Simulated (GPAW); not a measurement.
## Quasiparticle gap of LiHF2 (C2/m) in GPAW

Wanted: ground state, empty states, screening and self-energy for LiHF2 (C2/m).

Program: GPAW 26.7.0. Level of theory: LDA and many-body steps on it, plane waves. Results are calculated unless marked as measured.

## (1) The starting structure

The structure is monoclinic, space group C2/m (No. 12). Conventional cell: a = 5.095 Å, b = 3.070 Å, c = 4.903 Å, α = 90.00°, β = 121.02°, γ = 90.00°. Li has 6 F at 2.00 to 2.04 Å nearest. H has 2 F at 1.14 Å nearest. Nearest to F lie 1 H at 1.14 Å and 3 Li at 2.00 to 2.04 Å. Farther neighbours and most contacts between anions are not listed.

As a file:

```cif
data_structure
_symmetry_space_group_name_H-M 'C2/m'
_symmetry_Int_Tables_number 12
_cell_length_a 5.0950
_cell_length_b 3.0698
_cell_length_c 4.9029
_cell_angle_alpha 90.000
_cell_angle_beta 121.024
_cell_angle_gamma 90.000
_cell_volume 65.71
loop_
_atom_site_label
_atom_site_type_symbol
_atom_site_symmetry_multiplicity
_atom_site_Wyckoff_symbol
_atom_site_fract_x
_atom_site_fract_y
_atom_site_fract_z
_atom_site_occupancy
Li1 Li 2 a 0.00000 0.00000 0.00000 1
H1 H 2 c 0.00000 0.00000 0.50000 1
F1 F 4 i 0.70980 0.50000 0.75070 1
```

The cell and positions are those that the Materials Project relaxed with its own functionals (PBE, PBE+U or r2SCAN), kept fixed.

## (2) Ground state

This step: GPAW 26.7.0; DFT, LDA, plane waves, PAW.

The ground-state density comes first.

Contents of run.py:

```python
import json
import numpy as np
from gpaw.mpi import world
from ase import Atoms
from gpaw import GPAW, PW, FermiDirac

atoms = Atoms(['Li', 'H', 'F', 'F'],
    cell=[[2.5474960000, -1.5348990000, 0.0000000000],
      [2.5474960000, 1.5348990000, 0.0000000000],
      [-2.5269440000, 0.0000000000, 4.2015200000]],
    scaled_positions=[[0.0000000000, 0.0000000000, 0.0000000000],
      [0.0000000000, 0.0000000000, 0.5000000000],
      [0.2098030000, 0.2098030000, 0.7507020000],
      [0.7901970000, 0.7901970000, 0.2492980000]],
    pbc=(True, True, True))
calc = GPAW(mode=PW(600),
    xc='LDA',
    kpts={'size': (10, 10, 6), 'gamma': True},
    occupations=FermiDirac(0.001),
    nbands=-8,
    convergence={'density': 1e-6, 'bands': -3},
    maxiter=100,
    txt='gs.txt')
atoms.calc = calc
res = {'energy': atoms.get_potential_energy()}
kpts = calc.get_ibz_k_points()
res['kpts'] = kpts
res['eigenvalues'] = [calc.get_eigenvalues(kpt=k) for k in range(len(kpts))]
res['n_electrons'] = calc.get_number_of_electrons()
calc.write('gs.gpw')

if world.rank == 0:
    with open('result.json', 'w') as f:
        json.dump(res, f, default=lambda x: x.tolist())
```

Run with:

```bash
> mpirun -n 4 gpaw python run.py
```

Numbers of over 12 decimals in the logs are rounded to 6 here.

The program printed:

```text
__  _  _
 | _ |_)|_||  |
 |__||  | ||/\| - 26.7.0

Input parameters:
  mode=PW(ecut=600.0),
  convergence={'density': 1e-06, 'bands': -3},
  kpts=MonkhorstPack(size=(10, 10, 6), gamma=True),
  maxiter=100,
  nbands=-8,
  occupations=Occupations(name='fermi-dirac', width=0.001, fixmagmom=False),
  xc=XC(name='LDA')
  [... matrices ...]
Diagonalizing LCAO Hamiltonian
Converting LCAO to pw mode

        F
       H
                  F
          Li

Atoms  # Å, Bohr magnetons
|   | symbol |         x |         y |        z |    initial magnetic moments |
| 0 |     Li |  0.000000 |  0.000000 | 0.000000 | ( 0.0000,  0.0000,  0.0000) |
| 1 |      H | -1.263472 |  0.000000 | 2.100760 | ( 0.0000,  0.0000,  0.0000) |
| 2 |      F | -0.828037 | -0.000000 | 3.154089 | ( 0.0000,  0.0000,  0.0000) |
| 3 |      F |  3.396085 |  0.000000 | 1.047431 | ( 0.0000,  0.0000,  0.0000) |

Unit cell  # Å
| periodic |         x |         y |        z |  lengths |     angles |
|      yes |  2.547496 | -1.534899 | 0.000000 | 2.974164 | 116.197186 |
|      yes |  2.547496 |  1.534899 | 0.000000 | 2.974164 | 116.197186 |
|      yes | -2.526944 |  0.000000 | 4.201520 | 4.902878 |  62.139005 |

Number of symmetries: 4
Symmetry operations  # r_c * U_cc + t_c -> r_c
|   | kind |            matrix            |
| 0 |  E   |  1, 0, 0,  0, 1, 0,  0, 0, 1 |
| 1 |  σ   |  0, 1, 0,  1, 0, 0,  0, 0, 1 |
| 2 |  C2  |  0,-1, 0, -1, 0, 0,  0, 0,-1 |
| 3 |  i   | -1, 0, 0,  0,-1, 0,  0, 0,-1 |

BZ-sampling:
  Number of BZ points: 600
  Number of IBZ points: 172

  Monkhorst-Pack size: [10, 10, 6]
  Monkhorst-Pack shift: [0.05, 0.05, 0.083333]

K-points  # in reciprocal-cell coordinates
|     |                                coordinates |     weight |
|   0 | (  0.00000000,   0.00000000,   0.00000000) | 0.00166667 |
|   1 | (  0.00000000,   0.00000000,   0.16666667) | 0.00333333 |
|   2 | (  0.00000000,   0.00000000,   0.33333333) | 0.00333333 |
|   3 | (  0.00000000,   0.00000000,   0.50000000) | 0.00166667 |
|   4 | (  0.10000000,  -0.10000000,   0.00000000) | 0.00333333 |
|   5 | (  0.10000000,  -0.10000000,   0.16666667) | 0.00666667 |
|   6 | (  0.10000000,  -0.10000000,   0.33333333) | 0.00666667 |
|   7 | (  0.10000000,  -0.10000000,   0.50000000) | 0.00333333 |
|   8 | (  0.10000000,   0.00000000,  -0.33333333) | 0.00666667 |
|   9 | (  0.10000000,   0.00000000,  -0.16666667) | 0.00666667 |
| ... |                                            |            |
| 171 | (  0.50000000,   0.50000000,   0.50000000) | 0.00166667 |

Plane wave coefficients: 1112
Cutoff: 600.0 eV

Spin-components: 1 (collinear spins)
Bands:           16
Projectors:      16
Spin-degeneracy: 2
Datatype:        complex128

  Storage: CPU
  Wave functions: 48_126_976 bytes (12_031_744 per core)
  Projectors: 72_190_464 bytes (18_047_616 per core)
  [... matrices ...]
Parallelization:
  kpt:    4
  domain: 1
  band:   1

Density:
  Valence electrons: 16.0
  Components: 1
  Grid points: [18 18 28]
  Charge: 0.0  # |e|

Potential:
  Grid points: [18 18 28]

species:
  Li:
    name:    Lithium
    Z:       3.0
    valence: 1
    core:    2
    charge:  0.0  # [|e|]
    compensation charges:
      type: gauss
      rc: 0.33  # [Å]
      lmax: 2
    cutoffs:
      filter: 1.91  # [Å]
      core: 2.55  # [Å]
    projectors
    | kind |    occ | energy [eV] | rcut [Å] |
    |   2s |  1.000 |      -2.874 |    1.058 |
    |   2p |  0.000 |      -1.126 |    1.058 |
    |    s |        |      24.338 |    1.058 |

    Using partial waves for Li as LCAO basis

  H:
    name:    Hydrogen
    Z:       1.0
    valence: 1
    core:    0
    charge:  0.0  # [|e|]
    compensation charges:
      type: gauss
      rc: 0.15  # [Å]
      lmax: 2
    cutoffs:
      filter: 0.85  # [Å]
      core: 0.53  # [Å]
    projectors
    | kind |    occ | energy [eV] | rcut [Å] |
    |   1s |  1.000 |      -6.353 |    0.476 |
    |    s |        |      20.858 |    0.476 |
    |    p |        |       0.000 |    0.476 |

    Using partial waves for H as LCAO basis

  F:
    name:    Fluorine
    Z:       9.0
    valence: 7
    core:    2
    charge:  0.0  # [|e|]
    compensation charges:
      type: gauss
      rc: 0.20  # [Å]
      lmax: 2
    cutoffs:
      filter: 1.14  # [Å]
      core: 0.74  # [Å]
    projectors
    | kind |    occ | energy [eV] | rcut [Å] |
    |   2s |  2.000 |     -29.647 |    0.635 |
    |   2p |  5.000 |     -11.293 |    0.635 |
    |    s |        |      -2.435 |    0.635 |
    |    p |        |      15.918 |    0.635 |
    |    d |        |       0.000 |    0.635 |

    Using partial waves for F as LCAO basis

Reference energy: -5609.655338  # eV

eigensolver:
  PPCG
  Converge bands: -3
  niter=2

density mixing:
  MSR1-Mixer
  Pratt-step length: 0.05
  Maximum mixing coefficient: 0.75
  Old densities: 10
  SVD Regularization: 0.005
  Good broyden scale: 1.0
  Trust region scale: 1.0
  Backstep threshold: 4.0
  History deletion threshold: 6.0
  Fourier metric: weight=20.0, sigma=0.015

occupation numbers:
  Fermi-Dirac:
    width: 0.0010  # eV

poisson solver:
  ecut: 4800.0  # eV

xc functional:
  name: None

Initialization done in: 1.702 s

convergence criteria:
- Maximum integral of absolute [dens]ity change: 1e-06 electrons / valence electron
- Maximum [total energy] change in last 3 cyles: 0.0005 eV / valence electron
- Maximum integral of absolute [eigenst]ate change: 4e-08 eV^2 / valence electron
maximum number of iterations: 100

SCF iterations
|iter     |     time |      energy | eigst |  dens |
|iter:   1|  |  -20.207994 | +1.14 |       |
|iter:   2|  |  -20.052649 | +0.22 | -1.05 |
|iter:   3|  |  -19.541005 | -0.81 | -1.10 |
|iter:   4|  |  -19.535047 | -2.75 | -1.60 |
|iter:   5|  |  -19.535148c| -3.59 | -1.94 |
|iter:   6|  |  -19.535184c| -5.06 | -2.81 |
|iter:   7|  |  -19.535185c| -6.79 | -3.48 |
|iter:   8|  |  -19.535185c| -7.82c| -4.12 |
|iter:   9|  |  -19.535185c| -8.74c| -5.32 |
|iter:  10|  |  -19.535185c| -9.80c| -5.89 |
|iter:  11|  |  -19.535185c|-10.49c| -6.66c|

Converged in 11 steps
SCF loop duration: 15.239 s (1.385 s/step)
Energy contributions relative to reference atoms: (reference = -5609.655338)
  [... matrices ...]
Energy contributions:
  Kinetic:          22.368795
  Coulomb:         -23.261402
  Zero:              0.400219
  External:          0.000000
  Xc:              -19.042798
  Entropy:          -0.000000
  Spinorbit:         0.000000
  ----------------------------
  Free energy:     -19.535185
  Extrapolated:    -19.535185

dipole moment: (-3.996865, -0.000000, -2.424279)  # |e|*Ang

Fermi level: 0.653
Eigenvalues  # (at kpt = [0.000, 0.000, 0.000])
| band index |      eig [eV] | occ [0-2] |
|          0 |       -23.237 |     2.000 |
|          1 |       -21.641 |     2.000 |
|          2 |        -7.994 |     2.000 |
|          3 |        -2.943 |     2.000 |
|          4 |        -2.912 |     2.000 |
|          5 |        -2.827 |     2.000 |
|          6 |        -2.793 |     2.000 |
|          7 |        -2.682 |     2.000 |
|          8 |         5.578 |     0.000 |
|          9 |         9.812 |     0.000 |
|         10 |        14.807 |     0.000 |
|         11 |        16.025 |     0.000 |
|         12 |        16.418 |     0.000 |
|         13 |        16.969 |     0.000 |
|         14 |        20.117 |     0.000 |
|         15 |        22.558 |     0.000 |

Gap: 8.152 eV
Transition (v -> c):
  (s=0, k=46, n=7, [0.20, 0.20, 0.33]) -> (s=0, k=0, n=8, [0.00, 0.00, 0.00])
Direct/indirect transitions are different
Direct gap: 8.260 eV
Transition at: (s=0, k=0, n=7, [0.00, 0.00, 0.00])
# Writing to gs.gpw (mode='')
  [... matrices ...]
```

It took 19 s on 4 MPI ranks of Arm Neoverse V1, shared host; peak memory 0.64 GiB.

This step gave:

| Property | Result |
| --- | --- |
| total energy | -19.54 eV |
| gap | 8.152 eV |
| k of the valence top | 0.2, 0.2, 0.3333 |
| k of the conduction bottom | 0, 0, 0 |
| least direct gap | 8.260 eV |

The gap is indirect, with the least direct gap 0.11 eV higher.

## (3) Bands along the symmetry lines

Levels along a band path, at the cheap level, show where the edges lie and whether the meshes to come will hold them.

Contents of run.py:

```python
import json
import numpy as np
from gpaw.mpi import world
from gpaw import GPAW

path = [[0.000000, 0.000000, 0.000000],
    [-0.046698, 0.046698, 0.000000],
    [-0.093396, 0.093396, 0.000000],
    [-0.140094, 0.140094, 0.000000],
    [-0.186792, 0.186792, 0.000000],
    [-0.233490, 0.233490, 0.000000],
    [-0.280188, 0.280188, 0.000000],
    [-0.326886, 0.326886, 0.000000],
    [-0.373584, 0.373584, -0.000000],
    [-0.626416, -0.373584, 0.000000],
    [-0.610614, -0.389386, 0.000000],
    [-0.594812, -0.405188, 0.000000],
    [-0.579010, -0.420990, 0.000000],
    [-0.563208, -0.436792, 0.000000],
    [-0.547406, -0.452594, 0.000000],
    [-0.531604, -0.468396, 0.000000],
    [-0.515802, -0.484198, 0.000000],
    [-0.500000, -0.500000, 0.000000],
    [-0.437500, -0.437500, 0.000000],
    [-0.375000, -0.375000, 0.000000],
    [-0.312500, -0.312500, 0.000000],
    [-0.250000, -0.250000, 0.000000],
    [-0.187500, -0.187500, 0.000000],
    [-0.125000, -0.125000, 0.000000],
    [-0.062500, -0.062500, 0.000000],
    [0.000000, 0.000000, 0.000000],
    [-0.062500, -0.062500, 0.062500],
    [-0.125000, -0.125000, 0.125000],
    [-0.187500, -0.187500, 0.187500],
    [-0.250000, -0.250000, 0.250000],
    [-0.312500, -0.312500, 0.312500],
    [-0.375000, -0.375000, 0.375000],
    [-0.437500, -0.437500, 0.437500],
    [-0.500000, -0.500000, 0.500000],
    [-0.524076, -0.475924, 0.500000],
    [-0.548152, -0.451848, 0.500000],
    [-0.572228, -0.427772, 0.500000],
    [-0.596304, -0.403696, 0.500000],
    [-0.620379, -0.379621, 0.500000],
    [-0.644455, -0.355545, 0.500000],
    [-0.668531, -0.331469, 0.500000],
    [-0.692607, -0.307393, 0.500000],
    [-0.307393, 0.307393, 0.500000],
    [-0.268969, 0.268969, 0.500000],
    [-0.230545, 0.230545, 0.500000],
    [-0.192121, 0.192121, 0.500000],
    [-0.153696, 0.153696, 0.500000],
    [-0.115272, 0.115272, 0.500000],
    [-0.076848, 0.076848, 0.500000],
    [-0.038424, 0.038424, 0.500000],
    [0.000000, 0.000000, 0.500000],
    [0.000000, 0.000000, 0.437500],
    [0.000000, 0.000000, 0.375000],
    [0.000000, 0.000000, 0.312500],
    [0.000000, 0.000000, 0.250000],
    [0.000000, 0.000000, 0.187500],
    [0.000000, 0.000000, 0.125000],
    [0.000000, 0.000000, 0.062500],
    [0.000000, 0.000000, 0.000000],
    [-0.500000, 0.000000, 0.500000],
    [-0.437500, 0.000000, 0.437500],
    [-0.375000, 0.000000, 0.375000],
    [-0.312500, 0.000000, 0.312500],
    [-0.250000, 0.000000, 0.250000],
    [-0.187500, 0.000000, 0.187500],
    [-0.125000, 0.000000, 0.125000],
    [-0.062500, 0.000000, 0.062500],
    [0.000000, 0.000000, 0.000000],
    [-0.062500, 0.000000, 0.000000],
    [-0.125000, 0.000000, 0.000000],
    [-0.187500, 0.000000, 0.000000],
    [-0.250000, 0.000000, 0.000000],
    [-0.312500, 0.000000, 0.000000],
    [-0.375000, 0.000000, 0.000000],
    [-0.437500, 0.000000, 0.000000],
    [-0.500000, 0.000000, -0.000000]]
calc = GPAW('gs.gpw').fixed_density(kpts=path,
    symmetry='off',
    nbands=18,
    convergence={'bands': 14},
    txt='bands.txt')
res = {}
kpts = calc.get_ibz_k_points()
res['kpts'] = kpts
res['eigenvalues'] = [calc.get_eigenvalues(kpt=k) for k in range(len(kpts))]
res['n_electrons'] = calc.get_number_of_electrons()

if world.rank == 0:
    with open('result.json', 'w') as f:
        json.dump(res, f, default=lambda x: x.tolist())
```

Run with:

```bash
> mpirun -n 4 gpaw python run.py
```

The program printed:

```text
Diagonalizing LCAO Hamiltonian
Converting LCAO to pw mode
convergence criteria:
- Maximum integral of absolute [eigenst]ate change: 4e-08 eV^2 / valence electron
maximum number of iterations: 100

SCF iterations
|iter     |     time |      energy | eigst |  dens |
|iter:   1|  |             | +1.85 |       |
|iter:   2|  |             | +0.57 |       |
|iter:   3|  |             | -1.30 |       |
|iter:   4|  |             | -2.90 |       |
|iter:   5|  |             | -4.39 |       |
|iter:   6|  |             | -5.77 |       |
|iter:   7|  |             | -7.15 |       |
|iter:   8|  |             | -8.26c|       |
SCF steps: 8
  __  _  _
 | _ |_)|_||  |
 |__||  | ||/\| - 26.7.0

Input parameters:
  mode=PW(ecut=600.0),
  convergence={'bands': 14},
  gpts=array([18, 18, 28]),
  kpts=KPoints(kpts=array([[ 0.      ,  0.      ,  0.      ],
         [-0.046698,  0.046698,  0.      ],
         [-0.093396,  0.093396,  0.      ],
         [-0.140094,  0.140094,  0.      ],
[...]
[-0.23349 ,  0.23349 ,  0.      ],
[...]
[-0.57901 , -0.42099 ,  0.      ],
[...]
[-0.5     , -0.5     ,  0.      ],
[...]
[ 0.      ,  0.      ,  0.      ],
[...]
[-0.076848,  0.076848,  0.5     ],
         [-0.038424,  0.038424,  0.5     ],
         [ 0.      ,  0.      ,  0.5     ],
         [ 0.      ,  0.      ,  0.4375  ],
[...]
[ 0.      ,  0.      ,  0.      ],
[...]
[ 0.      ,  0.      ,  0.      ],
[...]
[-0.375   ,  0.      ,  0.      ],
         [-0.4375  ,  0.      ,  0.      ],
         [-0.5     ,  0.      , -0.      ]])),
  maxiter=100,
  nbands=18,
  occupations=Occupations(name='fermi-dirac', width=0.001, fixmagmom=False),
  parallel={},
  symmetry=Symmetry(point_group=False, time_reversal=False),
  xc=XC(name='LDA')
  [... matrices ...]
timing:  # [seconds]
  Total: 0.027  # ━━━━━━━━━━━━━━━━━━━━━━━━━━━━━━━━━━━━━━━━━━━━━━━━━━━━━━━━━━━
```

Elapsed: 8.4 s, on 4 MPI ranks; peak memory 0.63 GiB; 33 s of CPU time.

This step gave:

| Item | Value |
| --- | --- |
| gap | 8.168 eV |
| k of the valence top | 0, 0, 0.5 |
| k of the conduction bottom | 0, 0, 0 |
| least direct gap | 8.260 eV |

The gap is 8.168 eV, +0.017 eV from the run before at this level.

The electronic bands at the labelled points (eV, zero at the top of the highest filled band; v1 is the highest filled band, c1 the lowest empty one):

```csv
point,v4,v3,v2,v1,c1,c2,c3,c4
Γ,-0.32,-0.24,-0.20,-0.09,8.17,12.40,17.40,18.62
halfway,-1.17,-0.79,-0.47,-0.17,10.47,14.66,16.03,17.11
C,-1.63,-0.87,-0.61,-0.30,13.80,13.93,14.53,15.10
jump to C2,-1.63,-0.87,-0.61,-0.30,13.80,13.93,14.53,15.10
halfway,-1.39,-0.73,-0.63,-0.17,12.98,13.98,14.96,15.08
Y2,-1.27,-0.70,-0.64,-0.06,12.66,13.84,14.93,15.52
halfway,-1.51,-0.78,-0.18,-0.17,10.10,13.76,16.71,17.36
Γ,-0.32,-0.24,-0.20,-0.09,8.17,12.40,17.40,18.62
halfway,-0.89,-0.53,-0.44,-0.36,9.81,14.18,16.37,18.03
M2,-1.59,-0.73,-0.70,-0.66,11.89,14.43,16.02,17.22
halfway,-1.60,-1.25,-0.88,-0.42,12.64,14.57,15.63,16.51
D,-1.75,-1.67,-0.73,-0.35,13.95,14.23,14.43,15.85
jump to D2,-1.75,-1.67,-0.73,-0.35,13.95,14.23,14.43,15.85
halfway,-1.56,-0.94,-0.23,-0.15,10.99,13.04,16.69,17.00
A,-0.53,-0.41,-0.12,0.00,9.29,12.06,16.95,18.81
halfway,-0.46,-0.37,-0.15,-0.07,8.74,12.18,17.34,18.70
Γ,-0.32,-0.24,-0.20,-0.09,8.17,12.40,17.40,18.62
jump to L2,-1.01,-0.63,-0.38,-0.29,11.34,13.89,15.66,17.03
halfway,-0.68,-0.57,-0.28,-0.17,9.71,13.94,16.18,17.77
Γ,-0.32,-0.24,-0.20,-0.09,8.17,12.40,17.40,18.62
halfway,-0.95,-0.73,-0.55,-0.11,9.97,13.73,16.64,17.85
V2,-1.50,-1.14,-0.94,-0.14,13.15,14.12,14.51,16.82
```

The electronic bands as a text plot (rows in eV, shown from -8.0 to 14.2 only; labels by their first letter):

```
   13.7 |   +    ++++   ++     +      +++++        +  ++    +++
   12.8 |+++    + +++     +++++      +  ++ +++    +     ++++    +
   11.9 |      +     ++           +++     +   ++++             +
   10.9 |     +        +        ++         +       ++         +
   10.0 |   ++          +                   ++       ++      +
    9.1 |  +             ++   ++              +++      ++  ++
    8.2 |++                +++                   ++      ++
    7.2 |
    6.3 |
    5.4 |
    4.5 |
    3.5 |
    2.6 |
    1.7 |
    0.8 |
   -0.1 |*************************  *****************************
   -1.1 |  ****************   ****************  *  ******  ******
   -2.0 |     ****    ***       ****************   ***        ***
   -2.9 |         ****
   -3.8 |
   -4.8 |     *************     ******************          *****
   -5.7 |*****             *****                  **********
   -6.6 |
   -7.5 |
         Γ      C|C Y       Γ      M  D|D     A   Γ|L     Γ     V
```

## (4) Empty states on the mesh, 4×4×2 mesh, 49 bands

The sums over transitions need many empty states on a uniform mesh; this step solves for them.

Contents of run.py:

```python
import json
import numpy as np
from gpaw.mpi import world
from gpaw import GPAW

calc = GPAW('gs.gpw').fixed_density(kpts={'size': (4, 4, 2), 'gamma': True},
    nbands=57,
    convergence={'bands': 49},
    txt='nscf.txt')
calc.write('full.gpw', mode='all')
res = {}
kpts = calc.get_ibz_k_points()
res['kpts'] = kpts
res['eigenvalues'] = [calc.get_eigenvalues(kpt=k) for k in range(len(kpts))]
res['n_electrons'] = calc.get_number_of_electrons()

if world.rank == 0:
    with open('result.json', 'w') as f:
        json.dump(res, f, default=lambda x: x.tolist())
```

Run with:

```bash
> mpirun -n 4 gpaw python run.py
```

The program printed:

```text
Diagonalizing LCAO Hamiltonian
Converting LCAO to pw mode
convergence criteria:
- Maximum integral of absolute [eigenst]ate change: 4e-08 eV^2 / valence electron
maximum number of iterations: 100

SCF iterations
|iter     |     time |      energy | eigst |  dens |
|iter:   1|  |             | +4.02 |       |
|iter:   2|  |             | +2.77 |       |
|iter:   3|  |             | +1.64 |       |
[...]
|iter:  10|  |             | -6.53 |       |
|iter:  11|  |             | -7.25 |       |
|iter:  12|  |             | -7.73c|       |
SCF steps: 12
  __  _  _
 | _ |_)|_||  |
 |__||  | ||/\| - 26.7.0

Input parameters:
  mode=PW(ecut=600.0),
  convergence={'bands': 49},
  gpts=array([18, 18, 28]),
  kpts=MonkhorstPack(size=(4, 4, 2), gamma=True),
  maxiter=100,
  nbands=57,
  occupations=Occupations(name='fermi-dirac', width=0.001, fixmagmom=False),
  parallel={},
  xc=XC(name='LDA')
# Writing to full.gpw (mode='all')
  [... matrices ...]

timing:  # [seconds]
  Total: 0.033  # ━━━━━━━━━━━━━━━━━━━━━━━━━━━━━━━━━━━━━━━━━━━━━━━━━━━━━━━━━━━
```

Elapsed: 9.1 s, on 4 MPI ranks; peak memory 0.61 GiB.

Numbers from this step:

```yaml
gap: 8.168 eV
k_of_the_valence_top: 0, 0, 0.5
k_of_the_conduction_bottom: 0, 0, 0
least_direct_gap: 8.260 eV
k_points_computed: 14
lowest_point_of_the_top_converged_band_above_the_valence_top: 63.9664 eV
```

On this mesh the gap is 8.168 eV.

[end of part 1 of 2]

[Paths, hosts, dates, memory and timing lines, banners, echoed tables and standing remarks are left out of the program output.]

[Logs are printed without paths, hosts, clocks, repeated set-up lines and the standing remarks that a program may print on its own settings, such as how far it seeks lower states.]

[Runs of the session that timed out or met a known fault of the program may be left out.]

[Hosts, paths, dates, database ids (printed as entryN), source tags and the programs' standing remarks are cut or masked in the printed files.]
